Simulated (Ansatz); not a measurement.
## One crystal, many levels of theory: Ga2S3 (Cc)

Aim: the gap of Ga2S3 (Cc) at several levels of theory on one structure, with the time that each takes.

Main program and level: Ansatz 0.2.0; density functionals, hybrids and G0W0, plane waves, PAW.

Report form: the programs' logs are mostly left out.

In doubt: masses and optical values from hybrid runs of this build are listed as unsure (steps 7, 8), which bears on the screening that GW takes from such a start.

### 1. The structure

Symmetry: Cc, No. 9, monoclinic system. Conventional cell: a = 11.107 Å, b = 6.395 Å, c = 7.021 Å, α = 90.00°, β = 121.17°, γ = 90.00°. Nearest to Ga lie 4 S at 2.19 to 2.33 Å. Nearest to Ga lie 4 S at 2.20 to 2.32 Å. S has 2 Ga at 2.19 to 2.20 Å nearest. Nearest to S lie 3 Ga at 2.31 to 2.32 Å. Nearest to S lie 3 Ga at 2.31 to 2.33 Å. Farther neighbours and most contacts between anions are not listed.

The cell and positions come from the Crystallography Open Database and are kept as given unless a step says otherwise.

The logs state that the PAW files were generated under PBE.

### 2. LDA on the 4×4×4 mesh

Levels along a band path and on the mesh show where this functional puts the band edges.

This step: DFT, LDA, plane waves, PAW; PAW set soft_1.

File input.yaml:

```yaml
crystal:
  lattice:
    - [5.5535, -3.1975, 0.0]
    - [5.5535, 3.1975, 0.0]
    - [-3.6339226554, 0.0, 6.0074160114]
  atoms:
    - { symbol: Ga, position: [0.63979, 0.44447, 0.12512] }
    - { symbol: Ga, position: [0.44447, 0.63979, 0.62512] }
    - { symbol: Ga, position: [0.2682, 0.13232, 0.11559] }
    - { symbol: Ga, position: [0.13232, 0.2682, 0.61559] }
    - { symbol: S, position: [0.9089, 0.0811, 0.9838] }
    - { symbol: S, position: [0.0811, 0.9089, 0.4838] }
    - { symbol: S, position: [0.4303, 0.2453, 0.4999] }
    - { symbol: S, position: [0.2453, 0.4303, 0.9999] }
    - { symbol: S, position: [0.5901, 0.7581, 0.0084] }
    - { symbol: S, position: [0.7581, 0.5901, 0.5084] }
kpoints:
  mp_grid: { grid: [4, 4, 4] }
  band_path:
    path:
      - [[0.0, 0.0, 0.0], [-0.36320096, 0.36320096, 0.0]]
      - [[-0.63679904, -0.36320096, 0.0], [-0.5, -0.5, 0.0], [0.0, 0.0, 0.0], [-0.5, -0.5, 0.5], [-0.72948728, -0.27051272, 0.5]]
      - [[-0.27051272, 0.27051272, 0.5], [0.0, 0.0, 0.5], [0.0, 0.0, 0.0]]
      - [[-0.5, 0.0, 0.5], [0.0, 0.0, 0.0], [-0.5, 0.0, 0.0]]
    npoints: 10
hamiltonian:
  xc: lda
  pseudopotentials: { kind: paw, azcp: { folder: soft_1 }, xc_functional: pbe }
scf:
  occupations: { method: fermi_dirac, width: 0.02 }
  n_extra_bands: 7
output:
  eigenvalues: true
  write_density: true
  write_potential: true
  elf: true
  volumetric_format: npy
```

Command:

```
$ ansatz run input.yaml --threads 3 --pin off --max-ram 92160MiB --backend cuda --events-out ev --progress --plain --runs-dir out --devices 1 --max-vram 13GiB
```

Wall time 6 s (1 × NVIDIA H100 80GB HBM3 (shared by 6 runs) with 3 threads of AMD EPYC 7R13 (Zen 3), shared host); peak memory 1 GiB; 9.1 s of CPU time.

This step gave:

```
filled bands         : 44
gap                  : 1.666 eV
valence top at       : Γ
conduction bottom at : Γ
least direct gap     : 1.666 eV
```

Over mesh and path the gap is 1.666 eV, direct, at k = Γ.

### 3. LDA+SOC on the 4×4×4 mesh

This run has two-component orbitals with spin-orbit coupling.

This step: DFT, LDA with spin-orbit coupling, plane waves, PAW; PAW set soft_1.

File input.yaml:

```yaml
crystal:
  lattice:
    - [5.5535, -3.1975, 0.0]
    - [5.5535, 3.1975, 0.0]
    - [-3.6339226554, 0.0, 6.0074160114]
  atoms:
    - { symbol: Ga, position: [0.63979, 0.44447, 0.12512] }
    - { symbol: Ga, position: [0.44447, 0.63979, 0.62512] }
    - { symbol: Ga, position: [0.2682, 0.13232, 0.11559] }
    - { symbol: Ga, position: [0.13232, 0.2682, 0.61559] }
    - { symbol: S, position: [0.9089, 0.0811, 0.9838] }
    - { symbol: S, position: [0.0811, 0.9089, 0.4838] }
    - { symbol: S, position: [0.4303, 0.2453, 0.4999] }
    - { symbol: S, position: [0.2453, 0.4303, 0.9999] }
    - { symbol: S, position: [0.5901, 0.7581, 0.0084] }
    - { symbol: S, position: [0.7581, 0.5901, 0.5084] }
kpoints:
  mp_grid: { grid: [4, 4, 4] }
  band_path:
    path:
      - [0.0, 0.0, 0.0]
      - [-0.36320096, 0.36320096, 0.0]
      - [-0.63679904, -0.36320096, 0.0]
      - [-0.5, -0.5, 0.0]
      - [-0.5, -0.5, 0.5]
      - [-0.72948728, -0.27051272, 0.5]
      - [-0.27051272, 0.27051272, 0.5]
      - [0.0, 0.0, 0.5]
    npoints: 1
hamiltonian:
  xc: lda
  pseudopotentials: { kind: paw_fr, azcp: { folder: soft_1 }, xc_functional: pbe }
scf:
  occupations: { method: fixed }
  n_extra_bands: 14
magnetization:
  noncollinear: true
  spin_orbit: true
output:
  eigenvalues: true
```

It took 13 s on 1 × NVIDIA H100 80GB HBM3 (shared by 6 runs) with 3 threads; peak memory 1.1 GiB.

Numbers from this step:

```yaml
gap: 1.664 eV
valence_top_at: Γ
conduction_bottom_at: Γ
least_direct_gap: 1.664 eV
```

Over mesh and listed points the gap is 1.664 eV, direct, at k = Γ. LDA+SOC against LDA: 1.664 − 1.666 = −0.002 eV, with the same mesh, set of files (read in its fully relativistic form for the spin-orbit run) and cutoff, and both edges at the same k points. The spin-orbit run sees mesh and listed points alone, so its gap is an upper bound: the coupling can move an edge off these points, the more so as this crystal has no centre of inversion, and the change over the zone, its sign included where it is small, is not known.

### 4. HSE06 on the 4×4×4 mesh

HSE06 mixes in a quarter of exact exchange at short range.

This step: DFT, HSE06, plane waves, PAW; PAW set soft_1.

input.yaml, as its differences from that of step 3:

```diff
@@ -30,10 +30,7 @@
 hamiltonian:
-  xc: lda
-  pseudopotentials: { kind: paw_fr, azcp: { folder: soft_1 }, xc_functional: pbe }
+  xc: hse06
+  pseudopotentials: { kind: paw, azcp: { folder: soft_1 } }
 scf:
   occupations: { method: fixed }
-  n_extra_bands: 14
-magnetization:
-  noncollinear: true
-  spin_orbit: true
+  n_extra_bands: 7
 output:
```

It took 60 s on 1 × NVIDIA H100 80GB HBM3 (shared by 6 runs) with 3 threads; peak memory 1.7 GiB.

This step gave:

```
gap                     : 3.010 eV
valence top at          : Γ
conduction bottom at    : Γ
least direct gap        : 3.010 eV
exact-exchange fraction : 0.25
```

Over mesh and listed points the gap is 3.010 eV, direct, at k = Γ. HSE06 against LDA: 3.010 − 1.666 = +1.344 eV, with the same mesh, files and cutoff, and both edges at the same k points.

### 5. PBE0 on the 4×4×4 mesh

PBE0 mixes in a quarter of exact exchange at all distances.

This step: DFT, PBE0, plane waves, PAW; PAW set soft_1.

input.yaml, as its differences from that of step 4:

```diff
@@ -30,3 +30,3 @@
 hamiltonian:
-  xc: hse06
+  xc: pbe0
   pseudopotentials: { kind: paw, azcp: { folder: soft_1 } }
```

Wall time 77 s (1 × NVIDIA H100 80GB HBM3 (shared by 6 runs) with 3 threads); peak memory 1.7 GiB; 2.1 min of CPU time.

This step gave:

```
gap                     : 3.693 eV
valence top at          : Γ
conduction bottom at    : Γ
least direct gap        : 3.693 eV
exact-exchange fraction : 0.25
```

Over mesh and listed points the gap is 3.693 eV, direct, at k = Γ. PBE0 against HSE06: 3.693 − 3.010 = +0.683 eV, with the same mesh, files and cutoff, and both edges at the same k points.

### 6. G0W0@LDA, 4×4×2 mesh, 1073 empty bands, screening to 170 eV, PAW set soft_1 files

G0W0 replaces the xc potential by a self-energy built once from the orbitals of the start. Levels are corrected in the window of bands that the input names, at points of the mesh.

This step: G0W0 on LDA, plane waves, PAW; PAW set soft_1.

input.yaml, as its differences from that of step 5:

```diff
@@ -17,21 +17,13 @@
 kpoints:
-  mp_grid: { grid: [4, 4, 4] }
-  band_path:
-    path:
-      - [0.0, 0.0, 0.0]
-      - [-0.36320096, 0.36320096, 0.0]
-      - [-0.63679904, -0.36320096, 0.0]
-      - [-0.5, -0.5, 0.0]
-      - [-0.5, -0.5, 0.5]
-      - [-0.72948728, -0.27051272, 0.5]
-      - [-0.27051272, 0.27051272, 0.5]
-      - [0.0, 0.0, 0.5]
-    npoints: 1
+  mp_grid: { grid: [4, 4, 2] }
 hamiltonian:
-  xc: pbe0
-  pseudopotentials: { kind: paw, azcp: { folder: soft_1 } }
+  xc: lda
+  pseudopotentials: { kind: paw, azcp: { folder: soft_1 }, xc_functional: pbe }
 scf:
   occupations: { method: fixed }
-  n_extra_bands: 7
-output:
-  eigenvalues: true
+gw:
+  n_empty_bands: 1073
+  ecut_chi: 170.0
+  qp_bands: [v3, c3]
+  qp_kpoints: band_edges
+  screening: { model: contour_deformation }
```

Run time: 3.3 min. Hardware: 1 × NVIDIA H100 80GB HBM3 (shared by 6 runs) with 3 threads; peak memory 4.7 GiB; 5.7 min of CPU time.

Numbers from this step:

| Quantity | Value |
| --- | --- |
| bands summed | 1117 |
| RPA ε∞ on this mesh (eigenvalues) | 6.004, 6.148, 6.659 |
| plane waves in the screening matrix | 1083 |
| G0W0 gap over the corrected points | 3.041 eV |
| k of the valence top | 0, 0, 0 |
| k of the conduction bottom | 0, 0, 0 |
| starting gap on the mesh | 1.665 eV |
| Z at the valence top | 0.7445 |
| Z at the conduction bottom | 0.7842 |
| least direct G0W0 gap over the corrected points | 3.041 eV |

Over 12 of 14 irreducible mesh points the G0W0 gap is 3.041 eV, direct, at k = Γ. The LDA gap of this run on the mesh is 1.665 eV. The two states that bound the G0W0 gap lie that far apart at the start, so the correction of the gap is 3.041 − 1.665 = +1.376 eV.

### 7. G0W0@HSE06, 4×4×2 mesh, 499 empty bands, screening to 102 eV, PAW set soft_1 files

This step: G0W0 on HSE06, plane waves, PAW; PAW set soft_1.

input.yaml, as its differences from that of step 6:

```diff
@@ -19,4 +19,4 @@
 hamiltonian:
-  xc: lda
-  pseudopotentials: { kind: paw, azcp: { folder: soft_1 }, xc_functional: pbe }
+  xc: hse06
+  pseudopotentials: { kind: paw, azcp: { folder: soft_1 } }
 scf:
@@ -24,4 +24,4 @@
 gw:
-  n_empty_bands: 1073
-  ecut_chi: 170.0
+  n_empty_bands: 499
+  ecut_chi: 102
   qp_bands: [v3, c3]
```

The job ended after 2.4 min (1 × NVIDIA H100 80GB HBM3 (shared by 6 runs) with 3 threads; peak memory 2.6 GiB; 3.2 min of CPU time).

This step gave:

```yaml
bands_summed: 543
rpa_eps_infinity_on_this_mesh_eigenvalues: 4.501, 4.577, 4.754
plane_waves_in_the_screening_matrix: 495
g0w0_gap_over_the_corrected_points: 3.671 eV
k_of_the_valence_top: 0, 0, 0
k_of_the_conduction_bottom: 0, 0, 0
starting_gap_on_the_mesh: 3.015 eV
z_at_the_valence_top: 0.7846
z_at_the_conduction_bottom: 0.8169
least_direct_g0w0_gap_over_the_corrected_points: 3.671 eV
```

Over 12 of 14 irreducible mesh points the G0W0 gap is 3.671 eV, direct, at k = Γ. The HSE06 gap of this run on the mesh is 3.015 eV. The two states that bound the G0W0 gap lie that far apart at the start, so the correction of the gap is 3.671 − 3.015 = +0.656 eV. G0W0@HSE06 against G0W0@LDA with 543 bands (a further run, in the table below): 3.671 − 3.040 = +0.631 eV, with the same mesh, files and cutoffs, and both edges at the same k points.

### 8. G0W0@PBE0, 4×4×2 mesh, 499 empty bands, screening to 102 eV, PAW set soft_1 files

This step: G0W0 on PBE0, plane waves, PAW; PAW set soft_1.

input.yaml, as its differences from that of step 7:

```diff
@@ -19,3 +19,3 @@
 hamiltonian:
-  xc: hse06
+  xc: pbe0
   pseudopotentials: { kind: paw, azcp: { folder: soft_1 } }
```

Run time: 2.2 min. Hardware: 1 × NVIDIA H100 80GB HBM3 (shared by 6 runs) with 3 threads; peak memory 2.6 GiB; 2.8 min of CPU time.

This step gave:

| Quantity | Value |
| --- | --- |
| bands summed | 543 |
| RPA ε∞ on this mesh (eigenvalues) | 4.182, 4.246, 4.371 |
| plane waves in the screening matrix | 495 |
| G0W0 gap over the corrected points | 3.876 eV |
| k of the valence top | 0, 0, 0 |
| k of the conduction bottom | 0, 0, 0 |
| starting gap on the mesh | 3.709 eV |
| Z at the valence top | 0.7984 |
| Z at the conduction bottom | 0.8279 |
| least direct G0W0 gap over the corrected points | 3.876 eV |

Over 12 of 14 irreducible mesh points the G0W0 gap is 3.876 eV, direct, at k = Γ. The PBE0 gap of this run on the mesh is 3.709 eV. The two states that bound the G0W0 gap lie that far apart at the start, so the correction of the gap is 3.876 − 3.709 = +0.167 eV. G0W0@PBE0 against G0W0@HSE06 with 543 bands: 3.876 − 3.671 = +0.205 eV, with the same mesh, files and cutoffs, and both edges at the same k points. The program's warnings for this run: coarse exchange mesh.

### 9. All levels together

Each gap is the least one over the points named; times are wall times on shared hosts, not benchmarks. A G0W0 time includes the run's own self-consistent start. Runs with listed points see these and the mesh alone, so an edge that moves elsewhere is missed. Rows marked * are further runs, not shown as steps, whose inputs differ from the G0W0 step on the same start in the columns given; solver thresholds can differ too.

```tsv
level	mesh	files, cutoff	bands summed, screening	points	gap (eV)	valence top	conduction bottom	least direct gap (eV)	time
LDA	4×4×4	soft_1 PAW, 420 eV	-	mesh and path	1.666	Γ	Γ	1.666	6 s
LDA+SOC	4×4×4	soft_1 PAW, 420 eV	-	mesh and listed points	1.664	Γ	Γ	1.664	13 s
HSE06	4×4×4	soft_1 PAW, 420 eV	-	mesh and listed points	3.010	Γ	Γ	3.010	60 s
PBE0	4×4×4	soft_1 PAW, 420 eV	-	mesh and listed points	3.693	Γ	Γ	3.693	77 s
G0W0@LDA*	4×4×2	soft_1 PAW, 420 eV	220, 51 eV	12 of 14 irreducible mesh points	3.032	Γ	Γ	3.032	24 s
G0W0@LDA*	4×4×2	soft_1 PAW, 420 eV	543, 102 eV	12 of 14 irreducible mesh points	3.040	Γ	Γ	3.040	43 s
G0W0@LDA	4×4×2	soft_1 PAW, 420 eV	1117, 170 eV	12 of 14 irreducible mesh points	3.041	Γ	Γ	3.041	3.3 min
G0W0@LDA*	2×2×2	soft_1 PAW, 420 eV	543, 102 eV	all 6 irreducible mesh points	2.981	Γ	Γ	2.981	19 s
G0W0@HSE06	4×4×2	soft_1 PAW, 420 eV	543, 102 eV	12 of 14 irreducible mesh points	3.671	Γ	Γ	3.671	2.4 min
G0W0@PBE0	4×4×2	soft_1 PAW, 420 eV	543, 102 eV	12 of 14 irreducible mesh points	3.876	Γ	Γ	3.876	2.2 min
```

### 10. Results

- LDA, over mesh and path: 1.666 eV
- LDA+SOC, over mesh and listed points: 1.664 eV
- HSE06, over mesh and listed points: 3.010 eV
- PBE0, over mesh and listed points: 3.693 eV
- G0W0@LDA (1117 bands, 4×4×2), over 12 of 14 irreducible mesh points: 3.041 eV
- G0W0@HSE06, over 12 of 14 irreducible mesh points: 3.671 eV
- G0W0@PBE0, over 12 of 14 irreducible mesh points: 3.876 eV
- known limits: finite bands, screening cutoff and k mesh; no spin-orbit coupling in G0W0; d shells not analysed

In words: The rows run from 1.664 eV (LDA+SOC) to 3.876 eV (G0W0@PBE0). They differ in mesh, bands and screening cutoff of G0W0 and the points over which the gap was sought as well as in level, so only pairs that share these are like for like. LDA+SOC against LDA: 1.664 − 1.666 = −0.002 eV, with the same mesh, set of files (read in its fully relativistic form for the spin-orbit run) and cutoff, and both edges at the same k points. The spin-orbit run sees mesh and listed points alone, so its gap is an upper bound: the coupling can move an edge off these points, the more so as this crystal has no centre of inversion, and the change over the zone, its sign included where it is small, is not known. HSE06 against LDA: 3.010 − 1.666 = +1.344 eV, with the same mesh, files and cutoff, and both edges at the same k points. PBE0 against HSE06: 3.693 − 3.010 = +0.683 eV, with the same mesh, files and cutoff, and both edges at the same k points. G0W0@HSE06 against G0W0@LDA with 543 bands: 3.671 − 3.040 = +0.631 eV, with the same mesh, files and cutoffs, and both edges at the same k points. G0W0@PBE0 against G0W0@HSE06 with 543 bands: 3.876 − 3.671 = +0.205 eV, with the same mesh, files and cutoffs, and both edges at the same k points. G0W0@LDA (1117 bands, 4×4×2) moves the gap of its own start on the mesh by 3.041 − 1.665 = +1.376 eV, between the same two levels. Both edges that LDA shows over mesh and path lie at k points where levels were corrected. Levels at other points were not corrected, so a lower G0W0 gap elsewhere in the zone is not ruled out. G0W0@HSE06 moves the gap of its own start on the mesh by 3.671 − 3.015 = +0.656 eV, between the same two levels. Both edges that HSE06 shows over mesh and listed points lie at k points where levels were corrected. Levels at other points were not corrected, so a lower G0W0 gap elsewhere in the zone is not ruled out. G0W0@PBE0 moves the gap of its own start on the mesh by 3.876 − 3.709 = +0.167 eV, between the same two levels. Both edges that PBE0 shows over mesh and listed points lie at k points where levels were corrected. Levels at other points were not corrected, so a lower G0W0 gap elsewhere in the zone is not ruled out. What spin-orbit coupling does to the G0W0 levels was not computed, so no sum with the G0W0 gap is formed. For G0W0@LDA: from 220 bands and 51 eV to 1117 bands and 170 eV the gap moves by 3.041 − 3.032 = +0.009 eV (rung by rung 3.032, 3.040, 3.041 eV); bands and screening cutoff rise together, so their parts are not told apart. A line in one over the bands through the two highest rungs gives 3.041 + (3.041 − 3.040) × 543 / (1117 − 543) = 3.042 eV, and through the pair below 3.040 + (3.040 − 3.032) × 220 / (543 − 220) = 3.045 eV. The two agree within 0.03 eV and the same two states bound the gap in each rung, so 3.042 eV is taken as an estimate of the limit on this mesh. The other G0W0 rows are shown at one basis each (543 bands), so their distance from the limit is not known here. With the 2×2×2 mesh in place of the 4×4×2 mesh and all else as in the G0W0@LDA row with 543 bands, the gap differs by 2.981 − 3.040 = −0.059 eV, and that of the start by 1.662 − 1.665 = −0.003 eV. For G0W0@PBE0: the program's warnings for this run: coarse exchange mesh. The G0W0 runs are scalar-relativistic. One-shot GW is known to converge slowly in bands for compounds with shallow d shells. The cell holds Ga; the filling of the d shell and its place against the gap were not analysed here. G0W0@LDA runs of this series with other atomic data on the same mesh, not shown as steps, give 3.034 eV (hard PAW, 1020 eV, 559 bands, screening to 102 eV; the table's row with the same empty bands and screening cutoff has 3.040 eV); where bands and cutoffs differ too, the part of the files is not isolated.

[Paths, hosts, dates, memory and timing lines, banners, echoed tables and standing remarks are left out of the program output.]

[Logs are printed without paths, hosts, clocks, repeated set-up lines and the standing remarks that a program may print on its own settings, such as how far it seeks lower states.]

[Runs of the session that timed out or met a known fault of the program may be left out.]

[Cells called generated may have been cut or substituted from an entry of the Crystallography Open Database or the Materials Project.]

[Hosts, paths, dates, database ids (printed as entryN), source tags and the programs' standing remarks are cut or masked in the printed files.]

[Where an RPA ε∞ is given, it is that of the G0W0 mesh and is not shown converged in it. Names of k-points follow the symmetry that the program found, which can be lower than the space group named. Band edges on a path are those of the sampled points; other points can move an edge, and change direct to indirect where valleys lie close.]

[Hybrid gaps are those of their k-mesh and are not shown converged in it.]
